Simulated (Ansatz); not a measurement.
# TiGe (model cell, started as zinc blende): a soft mode frozen in, part 3 of 3

Which phase does TiGe (model cell, started as zinc blende) fall into along its unstable mode, and how much energy does it gain?

Ansatz 0.2.0; DFT PBE, scalar-relativistic, plane waves, PAW.

So far. Step 4 (The mode frozen in, largest atomic shift 0.6 Å): The run ends at a pressure of -8.45 GPa, with forces up to 0.38 eV/Å. Step 5 (Energy along the mode, all amplitudes (two of the runs …): The energy still falls at the last step, so the rise lies beyond the steps tried.

The structure was built from a prototype and need not be the compound's stable phase.

**6. Relaxation from the frozen mode (continued)**

Relaxation path:

```
step  energy less that of the first step (eV)  largest force component (eV/Å)  pressure (GPa)  volume (Å³)
   1                                   0.0000                          0.3846           -8.45       199.80
   2                                  -1.3842                          0.7590           -3.52       174.16
   3                                  -2.8240                          0.8673           -1.40       156.45
   4                                  -3.8247                          1.0545           -0.54       146.35
   5                                  -4.6289                          0.8528            1.50       139.78
   6                                  -5.0329                          0.2437            1.91       138.90
   7                                  -5.0600                          0.0581            1.04       140.28
   8                                  -5.0647                          0.0158           -0.22       141.96
   9                                  -5.0650                          0.0040            0.03       141.66
  10                                  -5.0650                          0.0001            0.00       141.68
 11*                                  -5.0571                          0.0002            0.00       141.68
```

Relaxation steps marked * repeat the geometry before them on a plane-wave basis chosen anew for their cell, so energy and pressure can jump there.

The run keeps the 8 symmetry operations that the program found, so distortions that break them were not tested.

| cell as run | before | after | change |
| --- | --- | --- | --- |
| a (Å) | 5.846 | 4.915 | -15.9 % |
| b (Å) | 5.846 | 4.915 | -15.9 % |
| c (Å) | 7.160 | 6.818 | -4.8 % |
| α (°) | 65.91 | 68.87 | +4.5 % |
| β (°) | 65.91 | 68.87 | +4.5 % |
| volume (Å³/atom) | 24.98 | 17.71 | -29.1 % |

The atoms that moved most (Å, as changes of fractional coordinates times the final cell):

```csv
atom,dx,dy,dz,length
Ti4,0.000,0.000,0.749,0.749
Ti3,0.000,0.000,-0.749,0.749
Ti1,-0.749,0.000,0.000,0.749
Ti2,0.749,0.000,0.000,0.749
Ge7,0.000,-0.336,0.000,0.336
Ge5,0.000,0.336,0.000,0.336
Ge6,0.000,-0.336,0.000,0.336
Ge8,0.000,0.336,0.000,0.336
```

Numbers from this step:

```
pressure        : 0.002415 GPa
volume per atom : 17.71 Å³
```

The distorted start has space group I-42d; the relaxation ends in I4_1/amd.

**7. The new phase in its own primitive cell**

The relaxed structure is symmetrised, reduced to its primitive cell and relaxed tightly, as its phonons need.

Input file input.yaml:

```yaml
crystal:
  lattice:
    - [-2.4573442889, 2.4573442889, 5.8656969608]
    - [2.4573442889, -2.4573442889, 5.8656969608]
    - [2.4573442889, 2.4573442889, -5.8656969608]
  atoms:
    - { symbol: Ti, position: [0.875, 0.625, 0.75] }
    - { symbol: Ti, position: [0.875, 0.125, 0.25] }
    - { symbol: Ti, position: [0.875, 0.125, 0.75] }
    - { symbol: Ti, position: [0.375, 0.125, 0.25] }
    - { symbol: Ge, position: [0.4200523253, 0.9200523253, 0.5] }
    - { symbol: Ge, position: [0.0799476747, 0.5799476747, 0.5] }
    - { symbol: Ge, position: [0.3299476747, 0.3299476747, 0.0] }
    - { symbol: Ge, position: [0.6700523253, 0.6700523253, 0.0] }
kpoints:
  mp_grid: { grid: [10, 10, 10] }
hamiltonian:
  xc: pbe
scf:
  occupations: { method: gaussian, width: 0.01 }
output:
  forces: true
  stress: true
  eigenvalues: true
relax:
  adjacent_minimum: "off"
  f_tol: 0.001
  max_steps: 60
  cell: { stress_tol: 0.01 }
```

On the command line:

```bash
$ ansatz run input.yaml --threads 4 --pin off --max-ram 7168MiB --backend cpu --events-out ev --progress --plain --runs-dir out
```

Output:

```text
[...]
Crystal: 8 atoms, lattice volume = 141.681 Å³
Basis set: ecut = 420 eV, 2775 PW (Γ), exchange–correlation on 96×96×96 points (8 copies of the dense FFT grid, shifted against one another)
Bands: 63, of which v1, the nominal top of the filled ones, is band 52 counted from 1 (51 counted from 0)
Symmetry: 16 space group operations
[...]
k-points: 102 of 1000
[...]
- [2.455128, 2.455128, -5.861676]
  atoms:
    - { symbol: Ti, position: [0.875, 0.625, 0.75] }
    - { symbol: Ti, position: [0.875, 0.125000, 0.25] }
    - { symbol: Ti, position: [0.875, 0.125000, 0.75] }
    - { symbol: Ti, position: [0.375, 0.125, 0.25] }
    - { symbol: Ge, position: [0.420050, 0.920050, 0.5] }
    - { symbol: Ge, position: [0.079950, 0.579950, 0.5] }
    - { symbol: Ge, position: [0.329950, 0.329950, 0] }
    - { symbol: Ge, position: [0.670050, 0.670050, 0] }
[key lines of the parts left out:]
SCF converged after 9 iterations
Free energy (F): -27181.127512 eV
Fermi energy:    12.136463 eV
P = ⅓ Tr σ = -0.0001 GPa (-0.001 kbar)
```

Wall time 2.9 min (4 threads of Arm Neoverse N1, shared host); peak memory 1 GiB.

Little changed from the start: no atom moved by 0.005 Å and no cell edge by 0.1 %.

Read from the output:

| Property | Result |
| --- | --- |
| pressure | -5.22e-5 GPa |
| volume per atom | 17.67 Å³ |

The largest force component left is 0.0073 meV/Å and the pressure is 0.000 GPa, within the tolerances set. The cell now holds 17.67 Å³/atom.

**8. Outcome**

```json
{
  "unstable mode of the parent": "q = (0.25, -0.5, -0.25), 31i cm⁻¹",
  "depth at the lowest point sampled": "99.8 meV/atom",
  "largest atomic shift at that point": "0.6 Å",
  "space group reached": "I4_1/amd",
  "energy gained over the parent (first relaxation, on the mesh of the frozen mode)": "732 meV/atom",
  "volume per atom, phase reached": "17.7 Å³"
}
```

What this shows: Along this mode the structure falls into I4_1/amd, 732 meV/atom below the parent. At the parent's cell the well is 99.81 meV/atom deep on the steps tried, with its lowest point at a shift of 0.6 Å. That is the last step tried, so the steps alone don't bracket the bottom of the well. Relaxing atoms and cell changes the gain by +632.10 meV/atom against the lowest step (energies at zero smearing). Most of the total comes from this relaxation. The modes of the phase reached were not computed. Of the 3 patterns followed from this parent, this one reaches the lowest energy. Differences under 1.0 meV/atom are within the error of comparing unlike cells and meshes, so the order among close phases is not settled. Each path keeps the symmetry of its pattern, so a lower phase may lie along a pattern not tried. The program warns that the interpolation holds no quadrupole term, so branches close to Γ can be off in this crystal. The volume moved by more than a tenth on the k mesh of the start, so the energy gain is rough. The starting cell was built on a prototype and not taken from a measurement, so the phase need not exist.

[Long decimals in the printed logs are rounded to 6 places.]

[Logs are printed without paths, hosts, clocks, repeated set-up lines and the standing remarks that a program may print on its own settings, such as how far it seeks lower states.]

[Hosts, paths, dates, database ids (printed as entryN), source tags and the programs' standing remarks are cut or masked in the printed files.]

[Where the starting crystal was built by hand or by swapping elements, it need not be the compound's stable phase.]
